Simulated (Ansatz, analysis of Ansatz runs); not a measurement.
# Migration in Rb2MgCl4 (I4/mmm): H turning about Cl, charge +1, part 2 of 2

Wanted: path and barrier of a jump of H in Rb2MgCl4 (I4/mmm) at charge +1. The case: H turning about Cl, in a cell of 56 host atoms with 1 H put in.

Ansatz 0.2.0; plane-wave PAW DFT, PBEsol; nudged elastic band between two relaxed defect structures at fixed charge in a uniform background.

So far, barrier forward (eV): step 4 (nudged elastic band, charge +1) 0.213.

## (5) Single point at the start point, PBEsol, denser k-mesh

Three single points on a mesh of more k-points (start, top, end) test the sampling. The start is shown; top and end are run alike.

This step: plane-wave PAW DFT, PBEsol; single point of a defect supercell on a structure of the PBEsol path.

Input file qp1.start.mesh/input.yaml:

```yaml
crystal:
  lattice:
    - [9.93179577, 0.0, 0.0]
    - [0.0, 9.93179577, 0.0]
    - [0.0, 0.0, 16.03920526]
  atoms:
    - { symbol: Rb, position: [-0.00073609, -0.00693664, 0.35358066] }
    - { symbol: Rb, position: [0.24933187, 0.24988132, 0.8590061] }
    - { symbol: Rb, position: [0.0098611, -0.02307704, 0.64809912] }
[... 9 atom lines left out ...]
    - { symbol: Cl, position: [-0.01412967, 0.24988647, 0.51010013] }
[... 3 atom lines left out ...]
    - { symbol: Rb, position: [0.01029978, 0.52298537, 0.64812445] }
[... 13 atom lines left out ...]
    - { symbol: Rb, position: [0.49099333, -0.01083455, 0.64426306] }
[... 2 atom lines left out ...]
    - { symbol: Mg, position: [0.73727162, 0.24984129, 0.4757409] }
[... 1 atom line left out ...]
    - { symbol: Cl, position: [0.7905926, 0.25043761, 0.66607982] }
[... 1 atom line left out ...]
    - { symbol: Cl, position: [0.74911734, 0.24973562, 0.33119015] }
[... 1 atom line left out ...]
    - { symbol: Cl, position: [0.74715018, 0.00746406, 0.5029489] }
    - { symbol: Cl, position: [0.5009357, 0.249852, 0.50666374] }
[... 3 atom lines left out ...]
    - { symbol: Rb, position: [0.49100171, 0.51049033, 0.64426126] }
[... 8 atom lines left out ...]
    - { symbol: Cl, position: [0.74721433, 0.49236312, 0.50266057] }
[... 2 atom lines left out ...]
    - { symbol: H, position: [0.89187328, 0.25013273, 0.60484043] }
total_charge: 1
basis:
  ecutwfc: 420
  xc_grid: 2
hamiltonian:
  xc: pbesol
kpoints:
  mp_grid: { grid: [2, 2, 2], shift: [0.5, 0.5, 0.5] }
scf:
  occupations: { method: fixed }
  max_iter: 120
output:
  forces: true
  eigenvalues: true
checkpoint:
  write: "../qp1.start.mesh.run"
  compress: false
  write_wavefunctions: false
  write_every: 100000
```

Command:

```bash
> ansatz run input.yaml --threads 32 --pin off --max-ram 84787MiB --backend cuda --events-out ev --progress --plain --runs-dir out --max-vram 78GiB
```

Numbers of over 12 decimals in the logs are rounded to 6 here.

Log:

```text
[...]
Crystal: 57 atoms, lattice volume = 1582.116 Å³
Basis set: ecut = 420 eV, 31017 PW (Γ), exchange–correlation on 144×144×216 points (8 copies of the dense FFT grid, shifted against one another)
Bands: 281, of which v1, the nominal top of the filled ones, is band 224 counted from 1 (223 counted from 0)
[...]
SCF iter   1: F=—  HF=-100842.284824 eV  |F-HF|=—  |Δ(HF+E_count)|=         —  Δρ=3.13e-3  dr2=2.75e-1  ethr=1.77e-3  ⟨swp⟩=6.0  Hψ=3922  notcnv=0  defer=218
[...]
SCF iter   2: F=—  HF=-100842.203287 eV  |F-HF|=—  |Δ(HF+E_count)|=   8.15e-2  Δρ=1.30e-3  dr2=5.00e-2  ethr=6.13e-5  ⟨swp⟩=3.0  Hψ=2073  notcnv=0  defer=220
[...]
automatic band count: iteration 3 solves 260 bands in place of 281: the levels show a gap, and the empty bands left out lie too high to hold charge; the band table lists the bands solved (type scf.n_e [...]
[...]
SCF iter   6: F=—  HF=-100842.185190 eV  |F-HF|=—  |Δ(HF+E_count)|=   2.62e-4  Δρ=8.25e-6  dr2=1.69e-6  ethr=5.34e-9  ⟨swp⟩=2.0  Hψ=1804  notcnv=0  defer=136
SCF iter   7: F=—  HF=-100842.185193 eV  |F-HF|=—  |Δ(HF+E_count)|=   3.29e-6  Δρ=2.12e-6  dr2=1.26e-7  ethr=3.78e-10  ⟨swp⟩=2.0  Hψ=1616  notcnv=0  defer=136
[...]
SCF 1 converged in 8 iterations: F = -100842.185193 eV  dr2 = 1.59e-8
[...]
SCF converged after 8 iterations
[...]
```

The job ended after 1.8 s (1 × NVIDIA GB200 with 32 threads of Arm Neoverse V2, shared host; peak memory 1.5 GiB; 6 s of CPU time).

This step gave:

```yaml
free_energy: -100842.1852 eV
```

## (6) Barrier from single points, PBEsol, denser k-mesh

Analysis of the runs above: barrier from PBEsol single points on the PBEsol path.

It gives:

```yaml
barrier_forward: 0.2143 eV
barrier_backward: 0.2144 eV
end_less_start: -9.68e-5 eV
```

This gives 0.214 eV against the band's 0.213 eV (backward 0.214 against 0.214 eV). This mesh holds only the band's own point and its sign variants, so it tests the average over those and no finer sampling.

## (7) Single point at the start point, r2SCAN

Three single points with a meta-GGA, at its higher cutoff of 500 eV, show what it does to the barrier on the path found. The start is shown; top and end are run alike.

This step: plane-wave PAW DFT, r2SCAN; single point of a defect supercell on a structure of the PBEsol path.

qp1.start.r2scan/input.yaml, as its differences from qp1.start.mesh/input.yaml of step 5:

```diff
@@ -32,8 +32,8 @@
 basis:
-  ecutwfc: 420
+  ecutwfc: 500
   xc_grid: 2
 hamiltonian:
-  xc: pbesol
+  xc: r2scan
 kpoints:
-  mp_grid: { grid: [2, 2, 2], shift: [0.5, 0.5, 0.5] }
+  mp_grid: { grid: [1, 1, 1], shift: [0.25, 0.25, 0.25] }
 scf:
@@ -45,3 +45,3 @@
 checkpoint:
-  write: "../qp1.start.mesh.run"
+  write: "../qp1.start.r2scan.run"
   compress: false
```

Log:

```text
[...]
Crystal: 57 atoms, lattice volume = 1582.116 Å³
Basis set: ecut = 500 eV, 40171 PW (Γ), exchange–correlation on 150×150×240 points (8 copies of the dense FFT grid, shifted against one another)
Bands: 281, of which v1, the nominal top of the filled ones, is band 224 counted from 1 (223 counted from 0)
[...]
SCF iter   1: F=—  HF=-102675.781314 eV  |F-HF|=—  |Δ(HF+E_count)|=         —  Δρ=5.80e-3  dr2=2.71e-1  dr2_τ=1.10e-1  ethr=1.77e-3  ⟨swp⟩=6.0  Hψ=900  notcnv=0  defer=55
[...]
SCF iter   2: F=—  HF=-102676.289231 eV  |F-HF|=—  |Δ(HF+E_count)|=   5.08e-1  Δρ=2.85e-3  dr2=7.29e-2  dr2_τ=2.19e-3  ethr=6.05e-5  ⟨swp⟩=4.0  Hψ=555  notcnv=0  defer=55
[...]
SCF iter   6: F=—  HF=-102676.286359 eV  |F-HF|=—  |Δ(HF+E_count)|=   2.29e-3  Δρ=7.04e-6  dr2=1.36e-6  dr2_τ=1.99e-7  ethr=6.43e-9  ⟨swp⟩=2.0  Hψ=420  notcnv=0  defer=34
SCF iter   7: F=—  HF=-102676.286360 eV  |F-HF|=—  |Δ(HF+E_count)|=   1.07e-6  Δρ=2.68e-6  dr2=1.57e-7  dr2_τ=1.20e-8  ethr=3.04e-10  ⟨swp⟩=3.0  Hψ=461  notcnv=0  defer=34
[...]
SCF 1 converged in 8 iterations: F = -102676.286360 eV  dr2 = 1.00e-8
[...]
SCF converged after 8 iterations
[...]
--- Band table (eV) ---
[...]
```

Elapsed: 1.8 s, on 1 × NVIDIA GB200 with 32 threads; peak memory 1.5 GiB.

This step gave:

```
free energy : -102676.2864 eV
```

## (8) Barrier from single points, r2SCAN

Analysis of the runs above: barrier from r2SCAN single points on the PBEsol path.

It gives:

```
barrier forward  : 0.1725 eV
barrier backward : 0.1713 eV
end less start   : 0.001216 eV
```

This gives 0.172 eV against the band's 0.213 eV.

## (9) Results

```json
{
 "barrier forward": "0.21 eV",
 "barrier backward": "0.21 eV",
 "end less start": "0.00 eV",
 "hop length": "2.01 Å",
 "band iterations, as the log counts them": "12",
 "barrier from single points, PBEsol, denser k-mesh": "0.21 eV",
 "barrier from single points, r2SCAN": "0.17 eV"
}
```

What this shows: The top of the band lies 0.21 eV above the start and 0.21 eV above the end, which are alike in energy and neighbours. For hydrogen, zero-point energy and tunnelling change the rate much, so no rate follows from this barrier alone. At the top H57 stands 1.32 Å from its nearest Cl, 0.08 Å closer than at the start. Across functionals on this path (PBEsol 0.213 and r2SCAN 0.172 eV) the forward values spread by 0.041 eV. The order of the top as a saddle was not checked for all atoms, so a bent path could be lower. No image-charge correction is applied; it largely cancels along a path if the charge stays localised alike. Limits: one k-point off the zone centre stands for the whole zone.

[Logs are printed without paths, hosts, clocks, repeated set-up lines and the standing remarks that a program may print on its own settings, such as how far it seeks lower states.]

[Hosts, paths, dates, database ids (printed as entryN), source tags and the programs' standing remarks are cut or masked in the printed files.]
